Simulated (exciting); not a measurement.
# K K-edge absorption of KF (Carobbiite), all-electron BSE, part 2 of 2

Aim: the K K absorption edge of KF (Carobbiite) with the electron–hole interaction treated explicitly, and what each term of the kernel does.

exciting sodium; X-ray absorption, core-level Bethe-Salpeter equation, exchange and statically screened direct term, Tamm-Dancoff, all-electron LAPW+lo PBE.

So far. Step 6 (Exchange alone): Maxima (height): 3.8 eV (0.43), 12.3 eV (1.00), 18.4 eV (0.32), 21.2 eV (0.35) and 22.7 eV (0.36). The spectrum is that of the independent-particle run within 1 %. Step 7 (Direct term alone): Maxima (height): -0.2 eV (0.99), 3.9 eV (0.27), 7.8 eV (1.00), 21.3 eV (0.27) and 22.7 eV (0.28); 3 lower ones aren't listed. The spectrum is that of the singlet run within 1 %.

### Step 9. Coarser mesh

Changed against the first singlet run: k mesh from 5×5×5 to 3×3×3.

Input file input.xml:

```
<input>
  <title>KF</title>
  <structure speciespath="." autormt="false" epslat="1.0e-5">
    <crystal>
      <basevect>0.0000000000 5.0490647452 5.0490647452</basevect>
      <basevect>5.0490647452 0.0000000000 5.0490647452</basevect>
      <basevect>5.0490647452 5.0490647452 0.0000000000</basevect>
    </crystal>
    <species speciesfile="K.xml" rmt="2.464">
      <atom coord="0.0000000000 0.0000000000 0.0000000000"/>
    </species>
    <species speciesfile="F.xml" rmt="2.300">
      <atom coord="0.5000000000 0.5000000000 0.5000000000"/>
    </species>
  </structure>
  <groundstate do="skip" xctype="GGA_PBE" ngridk="5 5 5" rgkmax="7" gmaxvr="14" nempty="8" swidth="0.001" maxscl="100" epsengy="1e-5"/>
  <xs xstype="BSE" ngridk="3 3 3" ngridq="3 3 3" vkloff="0.097 0.273 0.493" rgkmax="7" nempty="25" gqmax="3" lmaxapwwf="5" lmaxemat="2" broad="0.01654" tevout="true">
    <energywindow intv="128.864 130.481" points="439"/>
    <screening screentype="full" nempty="42"/>
    <BSE xas="true" xasspecies="1" xasatom="1" xasedge="K" bsetype="singlet" nstlxas="1 21"/>
    <qpointset>
      <qpoint>0 0 0</qpoint>
    </qpointset>
    <plan>
      <doonly task="xsgeneigvec"/>
      <doonly task="writepmatxs"/>
      <doonly task="scrgeneigvec"/>
      <doonly task="scrwritepmat"/>
      <doonly task="screen"/>
      <doonly task="scrcoulint"/>
      <doonly task="exccoulint"/>
    </plan>
  </xs>
</input>
```

Input file input.xml for the last start (plan only):

```
  <plan>
    <doonly task="bse"/>
  </plan>
```

The run is started by

```bash
> OMP_NUM_THREADS=1 mpirun -n 2 exciting
> OMP_NUM_THREADS=2 exciting
```

Numbers of over 12 decimals in the logs are rounded to 6 here.

Output:

```text
| EXCITING SODIUM started for task xsgeneigvec ( 301)                          =
One-shot GS runs for BSE calculations
One-shot GS runs for k+qmt/2 grids
Info(xsgeneigvec): Generating eigenvectors for Q-point      1
Info(xsgeneigvec): Generation of eigenvectors finished
| EXCITING SODIUM started for task writepmatxs ( 320)                          =
Info(writepmatxs): Momentum matrix elements finished
| EXCITING SODIUM started for task scrgeneigvec ( 401)                         =
One-shot GS runs for BSE calculations
One-shot GS runs for k+qmt/2 grids
[...]
Info(setup_bse_block): Setting up RR part of hamiltonian
Info(setup_bse_block): Singlet spin state
Info(bse): Diagonalizing RR Hamiltonian (TDA)
Info(bse): Invoking Lapack routine ZHEEVR
      1134 eigen solutions found in the interval:
         i1=       1 i2=    1134
Info(bse): Writing excition energies and oscillator strengths to text file.
Info(makespectrum_dist): Making spectrum using formula for coupling with time reversed AR basis.
Info(makespectrum_dist): Using formalism for vanishing momentum transfer.
Info(writederived): Writing quantities derived from the macroscopic dielectric function.
Info(bselauncher): Spectrum finished for iqmt=  1
Info(bselauncher): All done for BSE type singlet
```

Wall time 3.5 min (2 MPI ranks of Arm Neoverse V1, shared host).

These settings are cheaper. The spectrum differs from the singlet run by 11 % r.m.s. The highest maximum lies at 0.2 eV (0.93), against 7.8 eV (1.00). The first bright state moves from -0.75 to -0.86 eV. The lowest bare transition of this run lies at 0.56 eV, against 0.21. A coarse mesh samples few band energies, and it inflates the long-range part of the attraction.

```
E (eV)  first run  this run
  -4.0       0.03      0.03
  -3.0       0.05      0.05
  -2.0       0.11      0.10
  -1.0       0.45      0.41
   0.0       0.98      0.91
   1.0       0.57      0.61
   2.0       0.34      0.35
   3.0       0.24      0.23
   4.0       0.27      0.25
   5.0       0.27      0.29
   6.0       0.48      0.52
   7.0       0.74      0.65
   8.0       0.96      0.85
   9.0       0.68      0.72
  10.0       0.41      0.42
  11.0       0.23      0.24
  12.0       0.22      0.22
  13.0       0.23      0.24
  14.0       0.18      0.19
  15.0       0.17      0.18
  16.0       0.20      0.20
  17.0       0.18      0.16
  18.0       0.16      0.14
  19.0       0.23      0.26
  20.0       0.25      0.24
  21.0       0.26      0.25
  22.0       0.26      0.29
  23.0       0.27      0.27
  24.0       0.21      0.18
```

### Step 10. The levels of theory side by side

```
      level  curve passes 0.15 (eV)  highest maximum (eV)  its height
         IP                     2.3                  12.3        1.00
        RPA                     2.3                  12.3        1.00
direct only                    -1.7                   7.8        1.00
    singlet                    -1.7                   7.8        1.00
```

```
E (eV)    IP   RPA  direct only  singlet
  -4.0  0.01  0.01         0.03     0.03
  -3.0  0.01  0.01         0.05     0.05
  -2.0  0.01  0.01         0.11     0.11
  -1.0  0.01  0.01         0.45     0.45
   0.0  0.02  0.02         0.98     0.98
   1.0  0.05  0.05         0.57     0.57
   2.0  0.12  0.12         0.34     0.34
   3.0  0.28  0.28         0.24     0.24
   4.0  0.42  0.42         0.27     0.27
   5.0  0.21  0.21         0.27     0.27
   6.0  0.15  0.15         0.48     0.48
   7.0  0.14  0.14         0.74     0.74
   8.0  0.18  0.18         0.96     0.96
   9.0  0.24  0.24         0.68     0.68
  10.0  0.33  0.33         0.41     0.41
  11.0  0.52  0.52         0.23     0.23
  12.0  0.93  0.93         0.22     0.22
  13.0  0.71  0.71         0.23     0.23
  14.0  0.46  0.46         0.18     0.18
  15.0  0.40  0.40         0.17     0.17
  16.0  0.32  0.32         0.20     0.20
  17.0  0.29  0.29         0.18     0.18
  18.0  0.30  0.30         0.16     0.16
  19.0  0.28  0.28         0.23     0.23
  20.0  0.23  0.23         0.25     0.25
  21.0  0.34  0.34         0.26     0.26
  22.0  0.34  0.34         0.26     0.26
  23.0  0.35  0.35         0.27     0.27
  24.0  0.35  0.35         0.21     0.21
```

### Step 11. Summary of results

```yaml
absorber_and_edge: K K, atom 1
surroundings: 6 F at 2.67 Å (octahedral, site symmetry m-3m)
first_bright_state: -0.75 eV from the Kohn–Sham onset, on this mesh
highest_maximum: 7.8 eV
cost_of_the_bse_run: 26 min on 2 MPI ranks of Arm Neoverse V1, shared host; the last task ran on as many threads
```

Is a core exciton bound? Yes on this mesh: the first bright state (over 5 % of the brightest) lies at -0.75 eV from the Kohn–Sham onset and at -0.96 eV from the lowest bare transition of its own mesh; weaker or dark states reach down to -3.86 eV. Exchange alone changes the independent-particle spectrum by 0.1 % r.m.s. Leaving exchange out of the full kernel changes the spectrum by 0.1 % r.m.s. With 125 k points the binding energies are rough. Exchange and the short-range direct term aren't converged in the kernel cutoff. The zero comes from the unshifted 5×5×5 ground-state mesh; it is exact only where the band minimum lies on that mesh. The Kohn–Sham onset, 3519 eV, is no photon energy (tabulated edge of the element: 3608.4 eV): the scale needs a rigid shift. Bands and screening come from semilocal DFT, whose small gap overscreens. Vibrations and energy-dependent lifetimes are left out. The structure is a published determination, not relaxed.

[Banner, clock and machine lines of the logs are left out without a mark of their own.]

[Logs are printed without paths, hosts, clocks, repeated set-up lines and the standing remarks that a program may print on its own settings, such as how far it seeks lower states.]

[Hosts, paths, dates, database ids (printed as entryN), source tags and the programs' standing remarks are cut or masked in the printed files.]
